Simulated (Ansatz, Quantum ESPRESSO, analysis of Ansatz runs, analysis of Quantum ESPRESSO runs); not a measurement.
# Reproducing a measured local vibrational mode: U centre (hydride ion on a halide site) in LiF (Quantum ESPRESSO), part 2 of 3

Aim: the local vibrational mode of the U centre (hydride ion on a halide site) in LiF, to be set beside the measurement. Set-up: PBE, GBRV 1.5 PBE, 64-site cell, PBE lattice, k: the zone centre alone, anharmonic cut along the mode, start relaxed with Ansatz. The model is a cell of 64 host atoms with 1 F taken out and 1 H put in. The frequencies come from force constants among the defect atom and its neighbours, with the masses of the isotopes named.

Quantum ESPRESSO 7.5; PBE, GBRV 1.5 PBE, 64-site cell, PBE lattice, k: the zone centre alone, anharmonic cut along the mode, start relaxed with Ansatz.

So far: The starting structure; Relaxation, charge 0.

## (3) Atom Li12 moved by 0.015 A along x

Force constants come from the forces after small displacements; symmetry gives the rest. One such run is shown.

This step: Quantum ESPRESSO plane-wave DFT, PBE, GBRV 1.5 PBE potentials; single point of a defect supercell.

The input, pw.in:

```
&CONTROL
  calculation = 'scf'
  prefix = 'pwscf'
  outdir = './tmp'
  pseudo_dir = './pseudo'
  tprnfor = .true.
  disk_io = 'low'
/
&SYSTEM
  ibrav = 0
  nat = 64
  ntyp = 3
  ecutwfc = 45
  ecutrho = 360
  nbnd = 161
  occupations = 'smearing'
  smearing = 'fd'
  degauss = 0.00073499
/
&ELECTRONS
  conv_thr = 1d-10
  electron_maxstep = 100
  mixing_beta = 0.5
/
ATOMIC_SPECIES
Li     6.9400 li_pbe_v1.4.uspp.F.UPF
F     18.9984 f_pbe_v1.4.uspp.F.UPF
H      1.0080 h_pbe_v1.4.uspp.F.UPF
CELL_PARAMETERS angstrom
   8.1305150920    0.0000000000    0.0000000000
   0.0000000000    8.1305150920    0.0000000000
   0.0000000000    0.0000000000    8.1305150920
ATOMIC_POSITIONS crystal
Li     0.0000056377    0.0000000000    0.0000000000
Li     0.0000913078    0.2500913078    0.2500913078
[... 9 atom lines left out ...]
Li     0.2518449016    0.2494688708    0.5000000000
[... 1 atom line left out ...]
F      0.0000801514    0.2500801514    0.5000000000
[... 4 atom lines left out ...]
Li     0.2500000000    0.5000000000    0.2494688708
[... 1 atom line left out ...]
F      0.0000801514    0.5000000000    0.2500801514
[... 3 atom lines left out ...]
Li    -0.0005311292    0.5000000000    0.5000000000
[... 1 atom line left out ...]
Li     0.2500000000    0.5000000000    0.7505311292
Li     0.2500000000    0.7505311292    0.5000000000
[... 1 atom line left out ...]
F      0.0000801514    0.7499198486    0.5000000000
H      0.2500000000    0.5000000000    0.5000000000
[... 14 atom lines left out ...]
F      0.4999198486    0.2500801514    0.5000000000
[... 6 atom lines left out ...]
F      0.4999198486    0.5000000000    0.2500801514
[... 3 atom lines left out ...]
Li     0.5005311292    0.5000000000    0.5000000000
[... 6 atom lines left out ...]
F      0.7500000000    0.7499666213    0.7499666213
K_POINTS gamma
```

The run is started by

```bash
> OMP_NUM_THREADS=1 pw.x -in pw.in > pw.out
```

What it wrote:

```text
[banner, memory and clock lines left out]
          URL

     gamma-point specific algorithms are used
     Message from routine setup:
     using ibrav=0 with symmetry is DISCOURAGED, use correct ibrav instead

     G-vector sticks info

     bravais-lattice index     =            0
     lattice parameter (alat)  =      15.3644  a.u.
     unit-cell volume          =    3627.0269 (a.u.)^3
     number of atoms/cell      =           64
     number of atomic types    =            3
     number of electrons       =       314.00
     number of Kohn-Sham states=          161
     kinetic-energy cutoff     =      45.0000  Ry
     charge density cutoff     =     360.0000  Ry
     scf convergence threshold =      1.0E-10
     mixing beta               =       0.5000
     number of iterations used =            8  plain     mixing
     Exchange-correlation=  SLA  PW   PBX  PBC
                           (   1   4   3   4   0   0   0)

     celldm(1)=  15.364447  celldm(2)=   0.000000  celldm(3)=   0.000000
     celldm(4)=   0.000000  celldm(5)=   0.000000  celldm(6)=   0.000000

     crystal axes: (cart. coord. in units of alat)
               a(1) = (   1.000000   0.000000   0.000000 )
               a(2) = (   0.000000   1.000000   0.000000 )
               a(3) = (   0.000000   0.000000   1.000000 )

     reciprocal axes: (cart. coord. in units 2 pi/alat)
               b(1) = (  1.000000  0.000000  0.000000 )
               b(2) = (  0.000000  1.000000  0.000000 )
               b(3) = (  0.000000  0.000000  1.000000 )

     PseudoPot. # 1 for Li read from file:
     li_pbe_v1.4.uspp.F.UPF
     Pseudo is Ultrasoft, Zval =  3.0
     Generated by new atomic code, or converted to UPF format
     Using radial grid of  751 points,  5 beta functions with:
                l(1) =   0
                l(2) =   0
                l(3) =   0
                l(4) =   1
                l(5) =   1
     Q(r) pseudized with 10 coefficients,  rinner =    1.150   1.150   1.150

     PseudoPot. # 2 for F  read from file:
     f_pbe_v1.4.uspp.F.UPF
     Pseudo is Ultrasoft, Zval =  7.0
     Generated by new atomic code, or converted to UPF format
     Using radial grid of  799 points,  4 beta functions with:
                l(1) =   0
                l(2) =   0
                l(3) =   1
                l(4) =   1
     Q(r) pseudized with  8 coefficients,  rinner =    0.950   0.950   0.950

     PseudoPot. # 3 for H  read from file:
     h_pbe_v1.4.uspp.F.UPF
     Pseudo is Ultrasoft, Zval =  1.0
     Generated by new atomic code, or converted to UPF format
     Using radial grid of  615 points,  2 beta functions with:
                l(1) =   0
                l(2) =   0
     Q(r) pseudized with  8 coefficients,  rinner =    0.700

     atomic species   valence    mass     pseudopotential
     Li                3.00     6.94000     Li( 1.00)
     F                 7.00    18.99840     F ( 1.00)
     H                 1.00     1.00800     H ( 1.00)

      2 Sym. Ops. (no inversion) found

   Cartesian axes

     site n.     atom                  positions (alat units)
         1        Li     tau(   1) = (   0.0000056   0.0000000   0.0000000  )
         2        Li     tau(   2) = (   0.0000913   0.2500913   0.2500913  )
         3        Li     tau(   3) = (   0.2500000   0.0000000   0.2500483  )
         4        Li     tau(   4) = (   0.2500000   0.2500483   0.0000000  )
         5        F      tau(   5) = (   0.0000334   0.0000000   0.2500334  )
         6        F      tau(   6) = (   0.0000334   0.2500334   0.0000000  )
         7        F      tau(   7) = (   0.2500000   0.0000000   0.0000000  )
         8        F      tau(   8) = (   0.2500000   0.2500802   0.2500802  )
         9        Li     tau(   9) = (   0.0000483   0.0000000   0.5000000  )
        10        Li     tau(  10) = (   0.0000913   0.2500913   0.7499087  )
        11        Li     tau(  11) = (   0.2500000   0.0000000   0.7499517  )
        12        Li     tau(  12) = (   0.2518449   0.2494689   0.5000000  )
        13        F      tau(  13) = (   0.0000334   0.0000000   0.7499666  )
        14        F      tau(  14) = (   0.0000802   0.2500802   0.5000000  )
        15        F      tau(  15) = (   0.2500000   0.0000000   0.5000000  )
        16        F      tau(  16) = (   0.2500000   0.2500802   0.7499198  )
        17        Li     tau(  17) = (   0.0000483   0.5000000   0.0000000  )
        18        Li     tau(  18) = (   0.0000913   0.7499087   0.2500913  )
[...]
21        F      tau(  21) = (   0.0000802   0.5000000   0.2500802  )
        22        F      tau(  22) = (   0.0000334   0.7499666   0.0000000  )
[...]
31        H      tau(  31) = (   0.2500000   0.5000000   0.5000000  )
[...]
52        Li     tau(  52) = (   0.7500000   0.7499944   0.0000000  )
[...]
56        F      tau(  56) = (   0.7500000   0.7499666   0.2500334  )
        57        Li     tau(  57) = (   0.5005311   0.5000000   0.5000000  )
        58        Li     tau(  58) = (   0.4999087   0.7499087   0.7499087  )
        59        Li     tau(  59) = (   0.7500000   0.5000000   0.7499517  )
[...]
Diagonalizing with lowered threshold

     Davidson diagonalization with overlap
     ethr =  3.86E-04,  avg # of iterations =  2.0

     total energy              =   -1979.88264653 Ry
     estimated scf accuracy    <       1.27738802 Ry

     iteration #  2     ecut=    45.00 Ry     beta= 0.50
     Davidson diagonalization with overlap
     ethr =  4.07E-04,  avg # of iterations =  2.0

     total energy              =   -1979.98721295 Ry
     estimated scf accuracy    <       0.15732251 Ry

     iteration #  3     ecut=    45.00 Ry     beta= 0.50
     Davidson diagonalization with overlap
     ethr =  5.01E-05,  avg # of iterations =  5.0

     total energy              =   -1979.99133610 Ry
     estimated scf accuracy    <       0.02473800 Ry

     iteration #  4     ecut=    45.00 Ry     beta= 0.50
     Davidson diagonalization with overlap
     ethr =  7.88E-06,  avg # of iterations =  5.0

     total energy              =   -1979.99589774 Ry
     estimated scf accuracy    <       0.00230594 Ry

     iteration #  5     ecut=    45.00 Ry     beta= 0.50
     Davidson diagonalization with overlap
     ethr =  7.34E-07,  avg # of iterations =  7.0

     total energy              =   -1979.99663691 Ry
     estimated scf accuracy    <       0.00016727 Ry

     iteration #  6     ecut=    45.00 Ry     beta= 0.50
     Davidson diagonalization with overlap
     ethr =  5.33E-08,  avg # of iterations =  3.0

     total energy              =   -1979.99662287 Ry
     estimated scf accuracy    <       0.00010586 Ry

     iteration #  7     ecut=    45.00 Ry     beta= 0.50
     Davidson diagonalization with overlap
     ethr =  3.37E-08,  avg # of iterations =  3.0

     total energy              =   -1979.99665455 Ry
     estimated scf accuracy    <       0.00009772 Ry

     iteration #  8     ecut=    45.00 Ry     beta= 0.50
     Davidson diagonalization with overlap
     ethr =  3.11E-08,  avg # of iterations =  2.0

     total energy              =   -1979.99666941 Ry
     estimated scf accuracy    <       0.00000133 Ry

     iteration #  9     ecut=    45.00 Ry     beta= 0.50
     Davidson diagonalization with overlap
     ethr =  4.25E-10,  avg # of iterations =  3.0

     total energy              =   -1979.99667014 Ry
     estimated scf accuracy    <       0.00000002 Ry

     iteration # 10     ecut=    45.00 Ry     beta= 0.50
     Davidson diagonalization with overlap
     ethr =  6.11E-12,  avg # of iterations =  6.0

     total energy              =   -1979.99667018 Ry
     estimated scf accuracy    <       0.00000004 Ry

     iteration # 11     ecut=    45.00 Ry     beta= 0.50
     Davidson diagonalization with overlap
     ethr =  6.11E-12,  avg # of iterations =  3.0

     total energy              =   -1979.99667017 Ry
     estimated scf accuracy    <       0.00000002 Ry

     iteration # 12     ecut=    45.00 Ry     beta= 0.50
     Davidson diagonalization with overlap
     ethr =  6.11E-12,  avg # of iterations =  2.0

     total energy              =   -1979.99667018 Ry
     estimated scf accuracy    <          4.1E-10 Ry

     iteration # 13     ecut=    45.00 Ry     beta= 0.50
     Davidson diagonalization with overlap
     ethr =  1.29E-13,  avg # of iterations =  2.0

     End of self-consistent calculation

          k = 0.0000 0.0000 0.0000 (  9307 PWs)   bands (ev):

   -40.4052 -40.3772 -40.3758 -40.3739 -40.3732 -40.3716 -40.3666 -40.3619
   -40.3612 -40.3612 -40.3593 -40.3586 -40.3584 -40.3580 -40.3570 -40.3549
   -40.3545 -40.3532 -40.3488 -40.3474 -40.3454 -40.3443 -40.3442 -40.3434
   -40.3424 -40.3396 -40.3195 -40.3097 -40.3084 -40.3084 -40.3014 -40.2990
   -19.3454 -19.0743 -19.0718 -19.0698 -19.0677 -19.0644 -19.0384 -18.9498
   -18.9473 -18.9468 -18.9435 -18.9317 -18.9315 -18.9312 -18.9242 -18.9241
   -18.9240 -18.9239 -18.9239 -18.9239 -18.9234 -18.9139 -18.7931 -18.7307
   -18.7287 -18.7270 -18.7250 -18.7214 -18.7095 -18.7006 -18.6990  -2.3150
    -2.3145  -2.3140  -1.8976  -1.8597  -1.8593  -1.8591  -1.4810  -1.4576
    -1.4569  -1.4568  -1.4558  -1.4530  -1.4527  -1.4520  -1.4505  -1.4484
[...]
-0.2305  -0.1326  -0.1316  -0.1304   0.0461   0.0470   0.0471   0.0478
     0.0506   0.0509   0.0511   0.0522   0.0540   0.1606   0.1625   0.1645
     0.2996   0.3006   0.3009   0.3010   0.3036   0.3045   0.3048   0.3052
     0.3067   0.3126   0.3126   0.3127   0.3205   0.3205   0.3206   0.3222
     0.3223   0.5156   0.5166   0.5175   2.6099   9.5143  10.8483  10.8508
    10.8533

     the Fermi energy is     4.5210 ev

!    total energy              =   -1979.99667018 Ry
     estimated scf accuracy    <          4.8E-11 Ry
     smearing contrib. (-TS)   =       0.00000000 Ry
     internal energy E=F+TS    =   -1979.99667018 Ry

     The total energy is F=E-TS. E is the sum of the following terms:
     one-electron contribution =    -891.67927628 Ry
     hartree contribution      =     566.20202439 Ry
     xc contribution           =    -404.81796676 Ry
     ewald contribution        =   -1249.70145153 Ry

     convergence has been achieved in  13 iterations

     Forces acting on atoms (cartesian axes, Ry/au):

     atom    1 type  1   force =     0.00001603    0.00000458    0.00000000
     atom    2 type  1   force =     0.00028796    0.00016013    0.00049599
     atom    3 type  1   force =    -0.00012656    0.00000105   -0.00001855
     atom    4 type  1   force =    -0.00002934   -0.00001976    0.00000000
     atom    5 type  2   force =     0.00004942   -0.00007786   -0.00001130
     atom    6 type  2   force =     0.00007016    0.00006705    0.00000000
     atom    7 type  2   force =     0.00004294   -0.00000030    0.00000000
     atom    8 type  2   force =     0.00035804    0.00002791    0.00002885
     atom    9 type  1   force =     0.00010514    0.00033446    0.00000000
     atom   10 type  1   force =     0.00028796    0.00016013   -0.00049599
[...]
atom   60 type  1   force =     0.00003385    0.00001962    0.00000000
     atom   61 type  2   force =    -0.00002982   -0.00007631   -0.00008923
     atom   62 type  2   force =    -0.00001757   -0.00001788    0.00000000
     atom   63 type  2   force =    -0.00014991   -0.00000055    0.00000000
     atom   64 type  2   force =    -0.00004033   -0.00006551   -0.00006565

     Total force =     0.002737     Total SCF correction =     0.000002
```

Wall time 70 s (1 thread of Arm Neoverse V2, shared host); peak memory 0.67 GiB.

## (4) Local vibrational modes

Analysis of the runs above: force constants by central differences of Quantum ESPRESSO plane-wave DFT, PBE, GBRV 1.5 PBE potentials forces among the atoms nearest to a defect, the others at rest.

The modes with the largest weight on the probed atoms (the light atom of a pair), for the masses of each isotope. Modes of the displaced atoms (local only where they lie over the host's phonons):

| isotopes | mode (cm⁻¹) | share of the defect atoms |
| --- | --- | --- |
| H | 939.5 | 0.984 |
| H | 939.5 | 0.984 |
| H | 939.5 | 0.984 |
| D | 670.9 | 0.954 |
| D | 670.9 | 0.954 |
| D | 670.9 | 0.954 |

(Part 2 of 3 ends here.)

[Logs are printed without paths, hosts, clocks, repeated set-up lines and the standing remarks that a program may print on its own settings, such as how far it seeks lower states.]

[Hosts, paths, dates, database ids (printed as entryN), source tags and the programs' standing remarks are cut or masked in the printed files.]

[For some hosts the program warned that the k-mesh of the response run may be too coarse for force constants and the static dielectric constant; such warnings are not shown here.]
